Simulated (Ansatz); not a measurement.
**Grüneisen parameters and expansion of Mo (Im-3m)**

Aim: how the vibrations of Mo shift with volume, and the expansion that follows.

Main program and level: Ansatz 0.2.0; DFT PBEsol, scalar-relativistic, plane waves, PAW; PAW set soft_1.

Report form: the programs' logs are mostly left out.

## 1. Set-up

It takes space group Im-3m (No. 229, cubic). Conventional cell: a = 3.147 Å, b = 3.147 Å, c = 3.147 Å, α = 90.00°, β = 90.00°, γ = 90.00°. Nearest to Mo lie 8 Mo at 2.73 Å.

## 2. A first coarse run

Before spending time, one coarse run tells the gap and the pressure of the starting cell.

input.yaml reads:

```yaml
crystal:
  lattice:
    - [-1.573415, 1.573415, 1.573415]
    - [1.573415, -1.573415, 1.573415]
    - [1.573415, 1.573415, -1.573415]
  atoms:
    - { symbol: Mo, position: [0.0, 0.0, 0.0] }
kpoints:
  mp_grid: { grid: [8, 8, 8] }
hamiltonian:
  xc: pbesol
  pseudopotentials: { kind: paw, azcp: { folder: soft_1 }, xc_functional: pbe }
scf:
  occupations: { method: gaussian, width: 0.1 }
  lower_state_search: "off"
output:
  forces: true
  stress: true
  eigenvalues: true
```

Command:

```sh
ansatz run input.yaml --threads 8 --pin off --max-ram 16384MiB --backend cpu --events-out ev --progress --plain --runs-dir out
```

The job ended after 0.81 s (8 threads of Arm Neoverse V2, shared host; peak memory 0.25 GiB).

Numbers from this step:

```
pressure          : -3.823 GPa
volume per atom   : 15.58 Å³/atom
gap on the k-mesh : 0 eV
```

The start is under -3.8 GPa at this level and looks like a metal on this mesh.

## 3. Finding the static equilibrium

The vibrations must be taken about the equilibrium of this functional, not about the starting cell, so the structure is relaxed.

input.yaml: that of step 2 with these lines changed.

```diff
@@ -8,3 +8,3 @@
 kpoints:
-  mp_grid: { grid: [8, 8, 8] }
+  mp_grid: { grid: [18, 18, 18] }
 hamiltonian:
@@ -19 +19,6 @@
   eigenvalues: true
+relax:
+  adjacent_minimum: "off"
+  f_tol: 0.005
+  max_steps: 80
+  cell: { stress_tol: 0.05 }
```

Run time: 1.8 s. Hardware: 8 threads; peak memory 0.31 GiB; 9.8 s of CPU time.

Relaxation path:

```
step  energy less that of the first step (eV)  largest force component (eV/Å)  pressure (GPa)  volume (Å³)
   1                                   0.0000                          0.0000           -4.51        15.58
   2                                   0.0115                          0.0000           10.06        14.82
   3                                  -0.0037                          0.0000           -0.25        15.34
   4                                  -0.0037                          0.0000            0.01        15.32
  5*                                  -0.0037                          0.0000            0.01        15.32
```

Relaxation steps marked * repeat the geometry before them on a plane-wave basis chosen anew for their cell, so energy and pressure can jump there. Relaxation step 2 was tried and not accepted.

```
conventional cell, symmetrised  before  after  change
                         a (Å)   3.147  3.129  -0.6 %
                         b (Å)   3.147  3.129  -0.6 %
                         c (Å)   3.147  3.129  -0.6 %
              volume (Å³/atom)   15.58  15.32  -1.7 %
```

The relaxed structure:

```xyz
1
Lattice="-1.5647 1.5647 1.5647 1.5647 -1.5647 1.5647 1.5647 1.5647 -1.5647" Properties=species:S:1:pos:R:3 pbc="T T T"
Mo    0.0000    0.0000    0.0000
```

Numbers from this step:

| Quantity | Value |
| --- | --- |
| pressure | 0.009337 GPa |
| volume per atom | 15.32 Å³/atom |

The relaxation ends with a pressure of 0.01 GPa.

## 4. Tight relaxation

The relaxation is repeated with tighter thresholds on force and stress, since phonons are sensitive to what is left; a change of mesh or smearing in the input moves the cell too.

input.yaml, the sections that differ from step 3:

```yaml
crystal:
  lattice:
    - [-1.5647056952, 1.5647056952, 1.5647056952]
    - [1.5647056952, -1.5647056952, 1.5647056952]
    - [1.5647056952, 1.5647056952, -1.5647056952]
  atoms:
    - { symbol: Mo, position: [0.0, 0.0, 0.0] }
kpoints:
  mp_grid: { grid: [20, 20, 20] }
scf:
  occupations: { method: methfessel_paxton, width: 0.2 }
  lower_state_search: "off"
relax:
  adjacent_minimum: "off"
  f_tol: 0.001
  max_steps: 60
  cell: { stress_tol: 0.01 }
# hamiltonian, output: as in step 3
```

The job ended after 1.8 s (8 threads; peak memory 0.33 GiB).

Little changed from the start: no atom moved by 0.005 Å and no cell edge by 0.1 %.

Numbers from this step:

```yaml
pressure: 6.32e-4 GPa
volume_per_atom: 15.33 Å³/atom
```

The residual pressure is 6.3e-4 GPa, small enough for phonons.

## 5. Lattice dynamics at this volume, V/V0 1

Phonons at this volume give one point of F(V, T); meshes stay fixed along the series.

input.yaml, the sections that differ from step 4:

```yaml
crystal:
  lattice:
    - [-1.5650514301, 1.5650514301, 1.5650514301]
    - [1.5650514301, -1.5650514301, 1.5650514301]
    - [1.5650514301, 1.5650514301, -1.5650514301]
  atoms:
    - { symbol: Mo, position: [0.0, 0.0, 0.0] }
output:
  eigenvalues: true
phonons:
  method: dfpt
  qmesh: [4, 4, 4]
  temperatures: { t_max: 1000, t_step: 50 }
  qpath:
    path:
      - [[0.0, 0.0, 0.0], [0.5, -0.5, 0.5], [0.0, 0.0, 0.5], [0.0, 0.0, 0.0], [0.25, 0.25, 0.25], [0.5, -0.5, 0.5]]
      - [[0.25, 0.25, 0.25], [0.0, 0.0, 0.5]]
    npoints: 10
# kpoints, hamiltonian, scf: as in step 4
# relax: removed
```

Wall time 65 s (8 threads); peak memory 3.2 GiB.

This step gave:

| Item | Value |
| --- | --- |
| Γ frequencies | 0, 0, 0 cm⁻¹ (negative: imaginary) |
| lowest frequency on the path | 0 cm⁻¹ |
| zero-point energy | 0.03614 eV/cell |
| highest frequency | 269.2 cm⁻¹ |
| Debye temperature from the second moment | 369 K |

No LO-TO term. The phonon branches at the labelled points (cm⁻¹):

```
    point  branch 1  branch 2  branch 3
        Γ         0         0         0
  halfway       149       149       240
        H       176       176       176
  halfway       178       216       239
        N       164       199       269
  halfway       118       135       200
        Γ         0         0         0
  halfway       167       167       206
        P       217       217       217
  halfway       208       230       230
        H       176       176       176
jump to P       217       217       217
  halfway       198       209       246
        N       164       199       269
```

Tetrahedra on 28 28 28, mean over bins of 5 cm⁻¹. Table of phonon density of states by wavenumber; read off at these points:

wavenumber (cm⁻¹), phonon density of states (1/cm⁻¹/cell) and a bar:
```
        2     0.0000 
       18     0.0001 
       28     0.0002 
       42     0.0004 
       52     0.0007 #
       68     0.0012 #
       78     0.0016 #
       92     0.0025 ##
      102     0.0032 ###
      118     0.0047 ####
      128     0.0060 #####
      142     0.0088 ########
      152     0.0119 ##########
      168     0.0224 ####################
      178     0.0337 ##############################
      192     0.0276 ########################
      202     0.0340 ##############################
      218     0.0199 ##################
      228     0.0144 #############
      242     0.0240 #####################
      248     0.0319 ############################
      252     0.0241 #####################
      268     0.0031 ###
```

Harmonic. Thermo, by row:

```
T (K)  F_vib (meV/atom)  S (J/mol-atom/K)  C_V (J/mol-atom/K)
    0             36.14                 0                   0
   50             36.01             1.155               3.744
  100             34.03             6.971               13.58
  150             28.68             13.58               18.72
  200             20.11             19.34               21.14
  250              8.79             24.21               22.41
  300             -4.86             28.36               23.15
  350            -20.52             31.97               23.61
  400            -37.92             35.14               23.91
  450            -56.88             37.97               24.12
  500            -77.23             40.52               24.27
  550            -98.84             42.84               24.39
  600            -121.6             44.97               24.48
  650            -145.4             46.93               24.54
  700            -170.2             48.75                24.6
  750            -195.9             50.45               24.64
  800            -222.5             52.04               24.68
  850            -249.8             53.54               24.71
  900            -277.9             54.95               24.73
  950            -306.8             56.29               24.75
 1000            -336.3             57.56               24.77
```

Phonopy on the run's constants, 21x21x21 mesh, Gaussian sigma 2.1 cm⁻¹. Modes against wavenumber; read off at these points:

wavenumber (cm⁻¹), modes (1/cm⁻¹/cell) and a bar:
```
    -10.0     0.0000 
     -5.0     0.0000 
      0.0     0.0001 
      5.0     0.0000 
     10.0     0.0000 
     15.0     0.0000 
     20.0     0.0000 
     25.0     0.0004 
     30.0     0.0001 
     35.0     0.0002 
     40.0     0.0001 
     45.0     0.0011 #
     50.0     0.0004 
     55.0     0.0010 #
     60.0     0.0003 
     65.0     0.0012 #
     70.0     0.0018 ##
     75.0     0.0019 ##
     80.0     0.0008 #
     85.0     0.0020 ##
     90.0     0.0030 ###
     95.0     0.0031 ###
    100.0     0.0020 ##
    105.0     0.0025 ##
    110.0     0.0059 #####
    115.0     0.0042 ####
    120.0     0.0036 ###
    125.0     0.0059 #####
    130.0     0.0074 ######
    135.0     0.0065 ######
    140.0     0.0079 #######
    145.0     0.0110 ##########
    150.0     0.0091 ########
    155.0     0.0141 ############
    160.0     0.0159 ##############
    165.0     0.0190 ################
    170.0     0.0243 #####################
    175.0     0.0300 ##########################
    178.5     0.0315 ###########################
    180.0     0.0306 ###########################
    185.0     0.0282 ########################
    187.8     0.0306 ###########################
    190.0     0.0267 #######################
    195.0     0.0286 #########################
    200.0     0.0330 #############################
    202.7     0.0347 ##############################
    205.0     0.0334 #############################
    210.0     0.0312 ###########################
    215.0     0.0245 #####################
    220.0     0.0171 ###############
    225.0     0.0123 ###########
    230.0     0.0174 ###############
    230.7     0.0174 ###############
    235.0     0.0150 #############
    240.0     0.0244 #####################
    245.0     0.0257 ######################
    250.0     0.0316 ###########################
    255.0     0.0156 #############
    260.0     0.0106 #########
    265.0     0.0061 #####
    270.0     0.0012 #
    275.0     0.0000 
    280.0     0.0000
```

No mode is imaginary beyond numerical noise at the solved wavevectors.

## 6. A cell at another volume, V/V0 1.015

Symmetry fixes every atom, so a single point at the scaled cell gives the energy and pressure of this member.

input.yaml, the sections that differ from step 5:

```yaml
crystal:
  lattice:
    - [-1.5728378838, 1.5728378838, 1.5728378838]
    - [1.5728378838, -1.5728378838, 1.5728378838]
    - [1.5728378838, 1.5728378838, -1.5728378838]
  atoms:
    - { symbol: Mo, position: [0.0, 0.0, 0.0] }
output:
  forces: true
  stress: true
  eigenvalues: true
# kpoints, hamiltonian, scf: as in step 5
# phonons: removed
```

Wall time 1 s (8 threads); peak memory 0.31 GiB; 3 s of CPU time.

Numbers from this step:

```yaml
pressure: -4.059 GPa
volume_per_atom: 15.56 Å³/atom
```

The run ends at a pressure of -4.06 GPa.

## 7. Lattice dynamics at this volume, V/V0 1.015

The same q-mesh and k-mesh are kept at every volume, so that much of their error can cancel in the differences.

input.yaml: that of step 6 with these lines changed.

```diff
@@ -16,4 +16,11 @@
 output:
-  forces: true
-  stress: true
   eigenvalues: true
+phonons:
+  method: dfpt
+  qmesh: [4, 4, 4]
+  temperatures: { t_max: 1000, t_step: 50 }
+  qpath:
+    path:
+      - [[0.0, 0.0, 0.0], [0.5, -0.5, 0.5], [0.0, 0.0, 0.5], [0.0, 0.0, 0.0], [0.25, 0.25, 0.25], [0.5, -0.5, 0.5]]
+      - [[0.25, 0.25, 0.25], [0.0, 0.0, 0.5]]
+    npoints: 10
```

Elapsed: 62 s, on 8 threads; peak memory 3.3 GiB.

No LO-TO term. Phonon branches along the path, in cm⁻¹:

```
    point  branch 1  branch 2  branch 3
        Γ         0         0         0
  halfway       146       146       236
        H       169       169       169
  halfway       172       212       231
        N       159       196       260
  halfway       115       133       194
        Γ         0         0         0
  halfway       164       164       199
        P       211       211       211
  halfway       205       223       223
        H       169       169       169
jump to P       211       211       211
  halfway       193       205       238
        N       159       196       260
```

No mode is imaginary beyond numerical noise at the solved wavevectors.

## 8. A cell at another volume, V/V0 0.985

input.yaml, the sections that differ from step 7:

```yaml
crystal:
  lattice:
    - [-1.5571867173, 1.5571867173, 1.5571867173]
    - [1.5571867173, -1.5571867173, 1.5571867173]
    - [1.5571867173, 1.5571867173, -1.5571867173]
  atoms:
    - { symbol: Mo, position: [0.0, 0.0, 0.0] }
output:
  forces: true
  stress: true
  eigenvalues: true
# kpoints, hamiltonian, scf: as in step 7
# phonons: removed
```

Wall time 0.51 s (8 threads); peak memory 0.3 GiB; 2.4 s of CPU time.

The run ends at a pressure of 4.38 GPa.

## 9. Phonons, V/V0 0.985

input.yaml: that of step 8 with these lines changed.

```diff
@@ -16,4 +16,11 @@
 output:
-  forces: true
-  stress: true
   eigenvalues: true
+phonons:
+  method: dfpt
+  qmesh: [4, 4, 4]
+  temperatures: { t_max: 1000, t_step: 50 }
+  qpath:
+    path:
+      - [[0.0, 0.0, 0.0], [0.5, -0.5, 0.5], [0.0, 0.0, 0.5], [0.0, 0.0, 0.0], [0.25, 0.25, 0.25], [0.5, -0.5, 0.5]]
+      - [[0.25, 0.25, 0.25], [0.0, 0.0, 0.5]]
+    npoints: 10
```

Run time: 61 s. Hardware: 8 threads; peak memory 3.2 GiB; 6.7 min of CPU time.

No mode is imaginary beyond numerical noise at the solved wavevectors.

## 10. A cell at another volume, V/V0 1.03

input.yaml, the sections that differ from step 9:

```yaml
crystal:
  lattice:
    - [-1.5805479966, 1.5805479966, 1.5805479966]
    - [1.5805479966, -1.5805479966, 1.5805479966]
    - [1.5805479966, 1.5805479966, -1.5805479966]
  atoms:
    - { symbol: Mo, position: [0.0, 0.0, 0.0] }
output:
  forces: true
  stress: true
  eigenvalues: true
# kpoints, hamiltonian, scf: as in step 9
# phonons: removed
```

It took 0.49 s on 8 threads; peak memory 0.3 GiB.

The run ends at a pressure of -7.82 GPa.

## 11. Phonons, V/V0 1.03

input.yaml: that of step 10 with these lines changed.

```diff
@@ -16,4 +16,11 @@
 output:
-  forces: true
-  stress: true
   eigenvalues: true
+phonons:
+  method: dfpt
+  qmesh: [4, 4, 4]
+  temperatures: { t_max: 1000, t_step: 50 }
+  qpath:
+    path:
+      - [[0.0, 0.0, 0.0], [0.5, -0.5, 0.5], [0.0, 0.0, 0.5], [0.0, 0.0, 0.0], [0.25, 0.25, 0.25], [0.5, -0.5, 0.5]]
+      - [[0.25, 0.25, 0.25], [0.0, 0.0, 0.5]]
+    npoints: 10
```

The job ended after 62 s (8 threads; peak memory 3.3 GiB).

No mode is imaginary beyond numerical noise at the solved wavevectors.

## 12. A cell at another volume, V/V0 0.97

input.yaml, the sections that differ from step 11:

```yaml
crystal:
  lattice:
    - [-1.5492417489, 1.5492417489, 1.5492417489]
    - [1.5492417489, -1.5492417489, 1.5492417489]
    - [1.5492417489, 1.5492417489, -1.5492417489]
  atoms:
    - { symbol: Mo, position: [0.0, 0.0, 0.0] }
output:
  forces: true
  stress: true
  eigenvalues: true
# kpoints, hamiltonian, scf: as in step 11
# phonons: removed
```

It took 0.51 s on 8 threads; peak memory 0.3 GiB; 2.4 s of CPU time.

The run ends at a pressure of 9.11 GPa.

## 13. Phonons, V/V0 0.97

input.yaml: that of step 12 with these lines changed.

```diff
@@ -16,4 +16,11 @@
 output:
-  forces: true
-  stress: true
   eigenvalues: true
+phonons:
+  method: dfpt
+  qmesh: [4, 4, 4]
+  temperatures: { t_max: 1000, t_step: 50 }
+  qpath:
+    path:
+      - [[0.0, 0.0, 0.0], [0.5, -0.5, 0.5], [0.0, 0.0, 0.5], [0.0, 0.0, 0.0], [0.25, 0.25, 0.25], [0.5, -0.5, 0.5]]
+      - [[0.25, 0.25, 0.25], [0.0, 0.0, 0.5]]
+    npoints: 10
```

Wall time 58 s (8 threads); peak memory 3.2 GiB; 6.4 min of CPU time.

No mode is imaginary beyond numerical noise at the solved wavevectors.

## 14. Single point at a scaled cell, V/V0 1.05

The cell differs from the one that the last finished run ended in (a 2.683 → 2.755 Å, b 2.683 → 2.755 Å, c 2.683 → 2.755 Å).

input.yaml, the sections that differ from step 13:

```yaml
crystal:
  lattice:
    - [-1.5907125717, 1.5907125717, 1.5907125717]
    - [1.5907125717, -1.5907125717, 1.5907125717]
    - [1.5907125717, 1.5907125717, -1.5907125717]
  atoms:
    - { symbol: Mo, position: [0.0, 0.0, 0.0] }
output:
  forces: true
  stress: true
  eigenvalues: true
# kpoints, hamiltonian, scf: as in step 13
# phonons: removed
```

Elapsed: 0.49 s, on 8 threads; peak memory 0.31 GiB; 2.2 s of CPU time.

The run ends at a pressure of -12.39 GPa.

## 15. Lattice dynamics at this volume, V/V0 1.05

input.yaml: that of step 14 with these lines changed.

```diff
@@ -16,4 +16,11 @@
 output:
-  forces: true
-  stress: true
   eigenvalues: true
+phonons:
+  method: dfpt
+  qmesh: [4, 4, 4]
+  temperatures: { t_max: 1000, t_step: 50 }
+  qpath:
+    path:
+      - [[0.0, 0.0, 0.0], [0.5, -0.5, 0.5], [0.0, 0.0, 0.5], [0.0, 0.0, 0.0], [0.25, 0.25, 0.25], [0.5, -0.5, 0.5]]
+      - [[0.25, 0.25, 0.25], [0.0, 0.0, 0.5]]
+    npoints: 10
```

Run time: 63 s. Hardware: 8 threads; peak memory 3.3 GiB; 6.9 min of CPU time.

No mode is imaginary beyond numerical noise at the solved wavevectors.

[end of part 1 of 2]

[Logs are printed without paths, hosts, clocks, repeated set-up lines and the standing remarks that a program may print on its own settings, such as how far it seeks lower states.]

[Hosts, paths, dates, database ids (printed as entryN), source tags and the programs' standing remarks are cut or masked in the printed files.]

[A step with changed settings may run another functional than the one named; its input shows which.]

[Of the runs on displaced cells, only some may be shown.]
